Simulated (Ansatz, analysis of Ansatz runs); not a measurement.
## Can an added electron hop between V atoms in YVO4 (I4_1/amd)?

Question: does an added electron stay on the V atom where it is started in YVO4 (I4_1/amd), and if so, how high is the barrier for a hop to another V site nearby? Model: a cell of 96 host atoms.

Program: Ansatz 0.2.0. Level of theory: plane-wave PAW DFT, PBEsol+U; relaxation of all atoms of a supercell at fixed charge in a uniform background; PAW set soft_1. Results are calculated unless marked as measured.

Most raw output is cut from this account.

In doubt: warnings of the run leave room for a lower electronic state (steps 3, 4), so energies may not be the lowest and differences between runs may mislead.

### 1. The starting structure

The cell holds 96 atoms: 16 Y, 16 V and 64 O. Its edges and angles: a = 11.832 Å, b = 11.832 Å, c = 11.832 Å, α = 106.1°, β = 106.1°, γ = 116.3°. It derives from YVO4 (space group I4_1/amd). Nearest the centre at fractional (0.438, 0.312, 0.625): O18 at 1.93 Å, O72 at 1.93 Å, V64 at 1.94 Å, V15 at 1.94 Å, O68 at 2.23 Å, O22 at 2.23 Å, O11 at 2.23 Å, O65 at 2.23 Å.

Hubbard terms: V d 5.0 eV. They were chosen, not fitted, to curb self-interaction in the shells named, the trial site's among them. The two sites are V15 and V64. The cell's shortest repeat is 11.8 Å.

### 2. The cell without the carrier

The neutral cell is relaxed first, from small random displacements, so that bond lengths and moments with the carrier can be set beside those of a relaxed cell without it.

File neutral.relax/input.yaml:

```yaml
crystal:
  lattice:
    - [-7.10835796, 7.10835796, 6.23950388]
    - [7.10835796, -7.10835796, 6.23950388]
    - [7.10835796, 7.10835796, -6.23950388]
  atoms:
    - { symbol: "Y", position: [0.0, 0.0, 0.0] }
    - { symbol: "Y", position: [0.375, 0.125, 0.25] }
    - { symbol: V, position: [0.25, 0.25, 0.0] }
    - { symbol: V, position: [0.125, 0.375, 0.25] }
    - { symbol: O, position: [0.037602, 0.379913, 0.342311] }
    - { symbol: O, position: [0.254913, 0.162602, 0.092311] }
    - { symbol: O, position: [0.070291, 0.162602, 0.407689] }
    - { symbol: O, position: [0.037602, 0.195291, 0.157689] }
    - { symbol: O, position: [0.304709, 0.462398, 0.342311] }
    - { symbol: O, position: [0.337398, 0.429709, 0.092311] }
    - { symbol: O, position: [0.337398, 0.245087, 0.407689] }
    - { symbol: O, position: [0.120087, 0.462398, 0.157689] }
    - { symbol: "Y", position: [0.0, 0.0, 0.5] }
    - { symbol: "Y", position: [0.375, 0.125, 0.75] }
    - { symbol: V, position: [0.25, 0.25, 0.5] }
    - { symbol: V, position: [0.125, 0.375, 0.75] }
    - { symbol: O, position: [0.037602, 0.379913, 0.842311] }
    - { symbol: O, position: [0.254913, 0.162602, 0.592311] }
    - { symbol: O, position: [0.070291, 0.162602, 0.907689] }
    - { symbol: O, position: [0.037602, 0.195291, 0.657689] }
    - { symbol: O, position: [0.304709, 0.462398, 0.842311] }
    - { symbol: O, position: [0.337398, 0.429709, 0.592311] }
    - { symbol: O, position: [0.337398, 0.245087, 0.907689] }
    - { symbol: O, position: [0.120087, 0.462398, 0.657689] }
    - { symbol: "Y", position: [0.0, 0.5, 0.0] }
    - { symbol: "Y", position: [0.375, 0.625, 0.25] }
    - { symbol: V, position: [0.25, 0.75, 0.0] }
    - { symbol: V, position: [0.125, 0.875, 0.25] }
    - { symbol: O, position: [0.037602, 0.879913, 0.342311] }
    - { symbol: O, position: [0.254913, 0.662602, 0.092311] }
    - { symbol: O, position: [0.070291, 0.662602, 0.407689] }
    - { symbol: O, position: [0.037602, 0.695291, 0.157689] }
    - { symbol: O, position: [0.304709, 0.962398, 0.342311] }
    - { symbol: O, position: [0.337398, 0.929709, 0.092311] }
    - { symbol: O, position: [0.337398, 0.745087, 0.407689] }
    - { symbol: O, position: [0.120087, 0.962398, 0.157689] }
    - { symbol: "Y", position: [0.0, 0.5, 0.5] }
    - { symbol: "Y", position: [0.375, 0.625, 0.75] }
    - { symbol: V, position: [0.25, 0.75, 0.5] }
    - { symbol: V, position: [0.125, 0.875, 0.75] }
    - { symbol: O, position: [0.037602, 0.879913, 0.842311] }
    - { symbol: O, position: [0.254913, 0.662602, 0.592311] }
    - { symbol: O, position: [0.070291, 0.662602, 0.907689] }
    - { symbol: O, position: [0.037602, 0.695291, 0.657689] }
    - { symbol: O, position: [0.304709, 0.962398, 0.842311] }
    - { symbol: O, position: [0.337398, 0.929709, 0.592311] }
    - { symbol: O, position: [0.337398, 0.745087, 0.907689] }
    - { symbol: O, position: [0.120087, 0.962398, 0.657689] }
    - { symbol: "Y", position: [0.5, 0.0, 0.0] }
    - { symbol: "Y", position: [0.875, 0.125, 0.25] }
    - { symbol: V, position: [0.75, 0.25, 0.0] }
    - { symbol: V, position: [0.625, 0.375, 0.25] }
    - { symbol: O, position: [0.537602, 0.379913, 0.342311] }
    - { symbol: O, position: [0.754913, 0.162602, 0.092311] }
    - { symbol: O, position: [0.570291, 0.162602, 0.407689] }
    - { symbol: O, position: [0.537602, 0.195291, 0.157689] }
    - { symbol: O, position: [0.804709, 0.462398, 0.342311] }
    - { symbol: O, position: [0.837398, 0.429709, 0.092311] }
    - { symbol: O, position: [0.837398, 0.245087, 0.407689] }
    - { symbol: O, position: [0.620087, 0.462398, 0.157689] }
    - { symbol: "Y", position: [0.5, 0.0, 0.5] }
    - { symbol: "Y", position: [0.875, 0.125, 0.75] }
    - { symbol: V, position: [0.75, 0.25, 0.5] }
    - { symbol: V, position: [0.625, 0.375, 0.75] }
    - { symbol: O, position: [0.537602, 0.379913, 0.842311] }
    - { symbol: O, position: [0.754913, 0.162602, 0.592311] }
    - { symbol: O, position: [0.570291, 0.162602, 0.907689] }
    - { symbol: O, position: [0.537602, 0.195291, 0.657689] }
    - { symbol: O, position: [0.804709, 0.462398, 0.842311] }
    - { symbol: O, position: [0.837398, 0.429709, 0.592311] }
    - { symbol: O, position: [0.837398, 0.245087, 0.907689] }
    - { symbol: O, position: [0.620087, 0.462398, 0.657689] }
    - { symbol: "Y", position: [0.5, 0.5, 0.0] }
    - { symbol: "Y", position: [0.875, 0.625, 0.25] }
    - { symbol: V, position: [0.75, 0.75, 0.0] }
    - { symbol: V, position: [0.625, 0.875, 0.25] }
    - { symbol: O, position: [0.537602, 0.879913, 0.342311] }
    - { symbol: O, position: [0.754913, 0.662602, 0.092311] }
    - { symbol: O, position: [0.570291, 0.662602, 0.407689] }
    - { symbol: O, position: [0.537602, 0.695291, 0.157689] }
    - { symbol: O, position: [0.804709, 0.962398, 0.342311] }
    - { symbol: O, position: [0.837398, 0.929709, 0.092311] }
    - { symbol: O, position: [0.837398, 0.745087, 0.407689] }
    - { symbol: O, position: [0.620087, 0.962398, 0.157689] }
    - { symbol: "Y", position: [0.5, 0.5, 0.5] }
    - { symbol: "Y", position: [0.875, 0.625, 0.75] }
    - { symbol: V, position: [0.75, 0.75, 0.5] }
    - { symbol: V, position: [0.625, 0.875, 0.75] }
    - { symbol: O, position: [0.537602, 0.879913, 0.842311] }
    - { symbol: O, position: [0.754913, 0.662602, 0.592311] }
    - { symbol: O, position: [0.570291, 0.662602, 0.907689] }
    - { symbol: O, position: [0.537602, 0.695291, 0.657689] }
    - { symbol: O, position: [0.804709, 0.962398, 0.842311] }
    - { symbol: O, position: [0.837398, 0.929709, 0.592311] }
    - { symbol: O, position: [0.837398, 0.745087, 0.907689] }
    - { symbol: O, position: [0.620087, 0.962398, 0.657689] }
basis:
  ecutwfc: 420
  xc_grid: 2
hamiltonian:
  xc: pbesol
  hubbard:
    sites: [{ species: V, l: d, u_eff: 5.0 }]
    projectors: ortho-atomic
  pseudopotentials: { kind: paw, azcp: { folder: soft_1 }, xc_functional: pbe }
kpoints:
  mp_grid: { grid: [1, 1, 1] }
scf:
  occupations: { method: fermi_dirac, width: 0.01 }
  max_iter: 120
  lower_state_search: "off"
output:
  forces: true
relax:
  f_tol: 0.02
  max_steps: 70
  random_displacement: { amplitude: 0.04, seed: 3594 }
checkpoint:
  write: "../neutral.relax.run"
  compress: false
  write_wavefunctions: true
  write_every: 100000
```

Command:

```
ansatz run input.yaml --threads 32 --pin off --max-ram 84787MiB --backend cuda --events-out ev --progress --plain --runs-dir out --max-vram 78GiB
```

The job ended after 5.8 s (1 × NVIDIA GB200 with 32 threads of Arm Neoverse V2, shared host; peak memory 1.3 GiB).

The largest displacement from an ideal site is 0.007 Å.

### 3. The electron on the first site

The nearest neighbour or neighbours of the site start displaced and the site's starting moment is changed by the carrier's spin, since a carrier doesn't trap itself in the undistorted lattice.

File A.relax/input.yaml:

```yaml
crystal:
  lattice:
    - [-7.10835796, 7.10835796, 6.23950388]
    - [7.10835796, -7.10835796, 6.23950388]
    - [7.10835796, 7.10835796, -6.23950388]
  atoms:
    - { symbol: "Y", position: [-0.000134, -0.000187, -4.3e-05] }
    - { symbol: "Y", position: [0.374851, 0.124798, 0.249946] }
    - { symbol: V, position: [0.249845, 0.249804, -6.4e-05] }
    - { symbol: V, position: [0.124855, 0.374816, 0.249944] }
    - { symbol: O, position: [0.036939, 0.379141, 0.342111] }
    - { symbol: O, position: [0.254169, 0.161921, 0.09214] }
    - { symbol: O, position: [0.048691, 0.151693, 0.396956] }
    - { symbol: O, position: [0.037017, 0.19473, 0.157786] }
    - { symbol: O, position: [0.304944, 0.462752, 0.342189] }
    - { symbol: O, position: [0.337734, 0.42989, 0.092144] }
    - { symbol: O, position: [0.347932, 0.244892, 0.396851] }
    - { symbol: O, position: [0.120535, 0.462651, 0.157698] }
    - { symbol: "Y", position: [-0.000121, -0.000208, 0.499964] }
    - { symbol: "Y", position: [0.374865, 0.124799, 0.74996] }
    - { symbol: V, position: [0.249861, 0.249798, 0.499948], spin: 1.0 }
    - { symbol: V, position: [0.124879, 0.374805, 0.749951] }
    - { symbol: O, position: [0.036964, 0.379119, 0.842124] }
    - { symbol: O, position: [0.254755, 0.15161, 0.602938] }
    - { symbol: O, position: [0.069758, 0.161922, 0.907739] }
    - { symbol: O, position: [0.037015, 0.19472, 0.657763] }
    - { symbol: O, position: [0.304961, 0.462709, 0.84218] }
    - { symbol: O, position: [0.348032, 0.450976, 0.603011] }
    - { symbol: O, position: [0.337718, 0.245481, 0.907723] }
    - { symbol: O, position: [0.120575, 0.462687, 0.657741] }
    - { symbol: "Y", position: [-0.000134, 0.499806, -6.1e-05] }
    - { symbol: "Y", position: [0.374866, 0.624809, 0.249956] }
    - { symbol: V, position: [0.249877, 0.749802, -4.6e-05] }
    - { symbol: V, position: [0.124862, 0.874801, 0.249953] }
    - { symbol: O, position: [0.036944, 0.879103, 0.342129] }
    - { symbol: O, position: [0.254186, 0.661906, 0.092143] }
    - { symbol: O, position: [0.069781, 0.661951, 0.407803] }
    - { symbol: O, position: [0.037032, 0.694719, 0.157788] }
    - { symbol: O, position: [0.30495, 0.962733, 0.342186] }
    - { symbol: O, position: [0.337766, 0.929883, 0.092176] }
    - { symbol: O, position: [0.337723, 0.745496, 0.407722] }
    - { symbol: O, position: [0.120529, 0.962635, 0.157705] }
    - { symbol: "Y", position: [-0.000127, 0.499809, 0.499968] }
    - { symbol: "Y", position: [0.374885, 0.624811, 0.749965] }
    - { symbol: V, position: [0.249869, 0.749803, 0.499957] }
    - { symbol: V, position: [0.124879, 0.874799, 0.749976] }
    - { symbol: O, position: [0.036999, 0.879138, 0.842177] }
    - { symbol: O, position: [0.254193, 0.661896, 0.592132] }
    - { symbol: O, position: [0.069792, 0.661943, 0.907766] }
    - { symbol: O, position: [0.036999, 0.694708, 0.6578] }
    - { symbol: O, position: [0.304971, 0.9627, 0.842183] }
    - { symbol: O, position: [0.337773, 0.929884, 0.592185] }
    - { symbol: O, position: [0.337772, 0.745494, 0.907758] }
    - { symbol: O, position: [0.12055, 0.962647, 0.657738] }
    - { symbol: "Y", position: [0.499887, -0.000186, -2.3e-05] }
    - { symbol: "Y", position: [0.874878, 0.124817, 0.249962] }
    - { symbol: V, position: [0.74987, 0.249815, -3.9e-05] }
    - { symbol: V, position: [0.624866, 0.374793, 0.249961] }
    - { symbol: O, position: [0.536993, 0.37913, 0.34217] }
    - { symbol: O, position: [0.754191, 0.161918, 0.092155] }
    - { symbol: O, position: [0.569769, 0.16195, 0.407783] }
    - { symbol: O, position: [0.536974, 0.194704, 0.157766] }
    - { symbol: O, position: [0.804952, 0.462673, 0.342158] }
    - { symbol: O, position: [0.837784, 0.429905, 0.092172] }
    - { symbol: O, position: [0.837724, 0.245495, 0.407721] }
    - { symbol: O, position: [0.620544, 0.462673, 0.157755] }
    - { symbol: "Y", position: [0.499863, -0.000185, 0.499955] }
    - { symbol: "Y", position: [0.874853, 0.124797, 0.749934] }
    - { symbol: V, position: [0.749856, 0.249803, 0.499945] }
    - { symbol: V, position: [0.624861, 0.374811, 0.749957] }
    - { symbol: O, position: [0.536974, 0.379141, 0.84215] }
    - { symbol: O, position: [0.754182, 0.161894, 0.592118] }
    - { symbol: O, position: [0.569785, 0.161963, 0.907796] }
    - { symbol: O, position: [0.53701, 0.194721, 0.657789] }
    - { symbol: O, position: [0.80495, 0.462722, 0.842174] }
    - { symbol: O, position: [0.83776, 0.429883, 0.592183] }
    - { symbol: O, position: [0.837708, 0.24547, 0.90772] }
    - { symbol: O, position: [0.620519, 0.462659, 0.657726] }
    - { symbol: "Y", position: [0.499878, 0.499818, -2.7e-05] }
    - { symbol: "Y", position: [0.874874, 0.624799, 0.24996] }
    - { symbol: V, position: [0.749879, 0.749819, -3.2e-05] }
    - { symbol: V, position: [0.624889, 0.874819, 0.249985] }
    - { symbol: O, position: [0.536984, 0.879148, 0.342161] }
    - { symbol: O, position: [0.754207, 0.661911, 0.092145] }
    - { symbol: O, position: [0.569777, 0.661923, 0.407774] }
    - { symbol: O, position: [0.537037, 0.694731, 0.157824] }
    - { symbol: O, position: [0.804975, 0.962724, 0.342196] }
    - { symbol: O, position: [0.837791, 0.929908, 0.092187] }
    - { symbol: O, position: [0.837737, 0.745471, 0.407746] }
    - { symbol: O, position: [0.620566, 0.962668, 0.157748] }
    - { symbol: "Y", position: [0.499856, 0.499807, 0.499951] }
    - { symbol: "Y", position: [0.874866, 0.624804, 0.749964] }
    - { symbol: V, position: [0.749865, 0.749792, 0.499958] }
    - { symbol: V, position: [0.624869, 0.874814, 0.749958] }
    - { symbol: O, position: [0.536969, 0.879128, 0.842141] }
    - { symbol: O, position: [0.754187, 0.661908, 0.592159] }
    - { symbol: O, position: [0.569786, 0.66196, 0.907806] }
    - { symbol: O, position: [0.537021, 0.694727, 0.657784] }
    - { symbol: O, position: [0.80495, 0.962719, 0.842184] }
    - { symbol: O, position: [0.837763, 0.929881, 0.59217] }
    - { symbol: O, position: [0.837706, 0.745487, 0.907714] }
    - { symbol: O, position: [0.620552, 0.96268, 0.657738] }
total_charge: -1
basis:
  ecutwfc: 420
  xc_grid: 2
hamiltonian:
  xc: pbesol
  hubbard:
    sites: [{ species: V, l: d, u_eff: 5.0 }]
    projectors: ortho-atomic
  pseudopotentials: { kind: paw, azcp: { folder: soft_1 }, xc_functional: pbe }
kpoints:
  mp_grid: { grid: [1, 1, 1] }
magnetization:
  spin_polarized: true
  initial_magnetization: 1
  spin_locking: { lock_magnetization: hard }
scf:
  occupations: { method: fermi_dirac, width: 0.01 }
  max_iter: 120
  lower_state_search: "off"
output:
  forces: true
relax:
  f_tol: 0.015
  max_steps: 70
  escape_saddle: false
checkpoint:
  write: "../A.relax.run"
  compress: false
  write_wavefunctions: true
  write_every: 100000
```

The job ended after 10 s (1 × NVIDIA GB200 with 32 threads; peak memory 1.7 GiB).

Relaxation path:

```csv
step,energy less that of the first step (eV),largest force component (eV/Å)
1,0.0000,3.3047
2,-1.0461,0.5841
3,-1.1493,0.1121
4,-1.1579,0.0492
5,-1.1589,0.0300
6,-1.1593,0.0131
```

The atoms that moved most (Å):

```csv
atom,dx,dy,dz,length
O11,0.119,0.001,-0.054,0.130
O7,0.000,0.119,0.054,0.130
O22,-0.119,0.000,-0.054,0.130
O18,0.001,-0.118,0.054,0.130
O81,0.000,-0.004,-0.048,0.048
O53,-0.004,0.000,0.048,0.048
O48,0.000,0.004,-0.048,0.048
O92,0.004,0.000,0.048,0.048
```

The moves above count from the input, in which the site's nearest neighbours were already displaced; the distances below compare with the cell without the carrier.

Distances from V15 without and with the electron:

| atom | without (Å) | with (Å) |
| --- | --- | --- |
| O7 | 1.71 | 1.78 |
| O11 | 1.71 | 1.78 |
| O22 | 1.71 | 1.78 |
| O18 | 1.71 | 1.78 |

The largest changes of the moments are 0.75 μB on V15, -0.01 μB on O7 and -0.01 μB on O11. The largest part sits on the chosen site.

### 4. The electron on the second site

The same start is made on the second site, to get the end of the hop.

B.relax/input.yaml, as its differences from A.relax/input.yaml of step 3:

```diff
@@ -12,3 +12,3 @@
     - { symbol: O, position: [0.254169, 0.161921, 0.09214] }
-    - { symbol: O, position: [0.048691, 0.151693, 0.396956] }
+    - { symbol: O, position: [0.06978, 0.16195, 0.407789] }
     - { symbol: O, position: [0.037017, 0.19473, 0.157786] }
@@ -16,3 +16,3 @@
     - { symbol: O, position: [0.337734, 0.42989, 0.092144] }
-    - { symbol: O, position: [0.347932, 0.244892, 0.396851] }
+    - { symbol: O, position: [0.337674, 0.245467, 0.407683] }
     - { symbol: O, position: [0.120535, 0.462651, 0.157698] }
@@ -20,6 +20,6 @@
     - { symbol: "Y", position: [0.374865, 0.124799, 0.74996] }
-    - { symbol: V, position: [0.249861, 0.249798, 0.499948], spin: 1.0 }
+    - { symbol: V, position: [0.249861, 0.249798, 0.499948] }
     - { symbol: V, position: [0.124879, 0.374805, 0.749951] }
     - { symbol: O, position: [0.036964, 0.379119, 0.842124] }
-    - { symbol: O, position: [0.254755, 0.15161, 0.602938] }
+    - { symbol: O, position: [0.25418, 0.161867, 0.592105] }
     - { symbol: O, position: [0.069758, 0.161922, 0.907739] }
@@ -27,3 +27,3 @@
     - { symbol: O, position: [0.304961, 0.462709, 0.84218] }
-    - { symbol: O, position: [0.348032, 0.450976, 0.603011] }
+    - { symbol: O, position: [0.337775, 0.429886, 0.592179] }
     - { symbol: O, position: [0.337718, 0.245481, 0.907723] }
@@ -69,11 +69,11 @@
     - { symbol: V, position: [0.749856, 0.249803, 0.499945] }
-    - { symbol: V, position: [0.624861, 0.374811, 0.749957] }
-    - { symbol: O, position: [0.536974, 0.379141, 0.84215] }
+    - { symbol: V, position: [0.624861, 0.374811, 0.749957], spin: 1.0 }
+    - { symbol: O, position: [0.526716, 0.379716, 0.852983] }
     - { symbol: O, position: [0.754182, 0.161894, 0.592118] }
     - { symbol: O, position: [0.569785, 0.161963, 0.907796] }
-    - { symbol: O, position: [0.53701, 0.194721, 0.657789] }
-    - { symbol: O, position: [0.80495, 0.462722, 0.842174] }
+    - { symbol: O, position: [0.526752, 0.173631, 0.646957] }
+    - { symbol: O, position: [0.826039, 0.472979, 0.853006] }
     - { symbol: O, position: [0.83776, 0.429883, 0.592183] }
     - { symbol: O, position: [0.837708, 0.24547, 0.90772] }
-    - { symbol: O, position: [0.620519, 0.462659, 0.657726] }
+    - { symbol: O, position: [0.619943, 0.472917, 0.646894] }
     - { symbol: "Y", position: [0.499878, 0.499818, -2.7e-05] }
@@ -129,3 +129,3 @@
 checkpoint:
-  write: "../A.relax.run"
+  write: "../B.relax.run"
   compress: false
```

It took 10 s on 1 × NVIDIA GB200 with 32 threads; peak memory 1.7 GiB; 39 s of CPU time.

Distances from V64 without and with the electron:

```
atom  without (Å)  with (Å)
 O65         1.71      1.78
 O72         1.71      1.78
 O69         1.71      1.78
 O68         1.71      1.78
```

The largest changes of the moments are 0.75 μB on V64, -0.01 μB on O72 and -0.01 μB on O68. The largest part sits on the chosen site.

[end of part 1 of 2]

[Logs are printed without paths, hosts, clocks, repeated set-up lines and the standing remarks that a program may print on its own settings, such as how far it seeks lower states.]

[Hosts, paths, dates, database ids (printed as entryN), source tags and the programs' standing remarks are cut or masked in the printed files.]
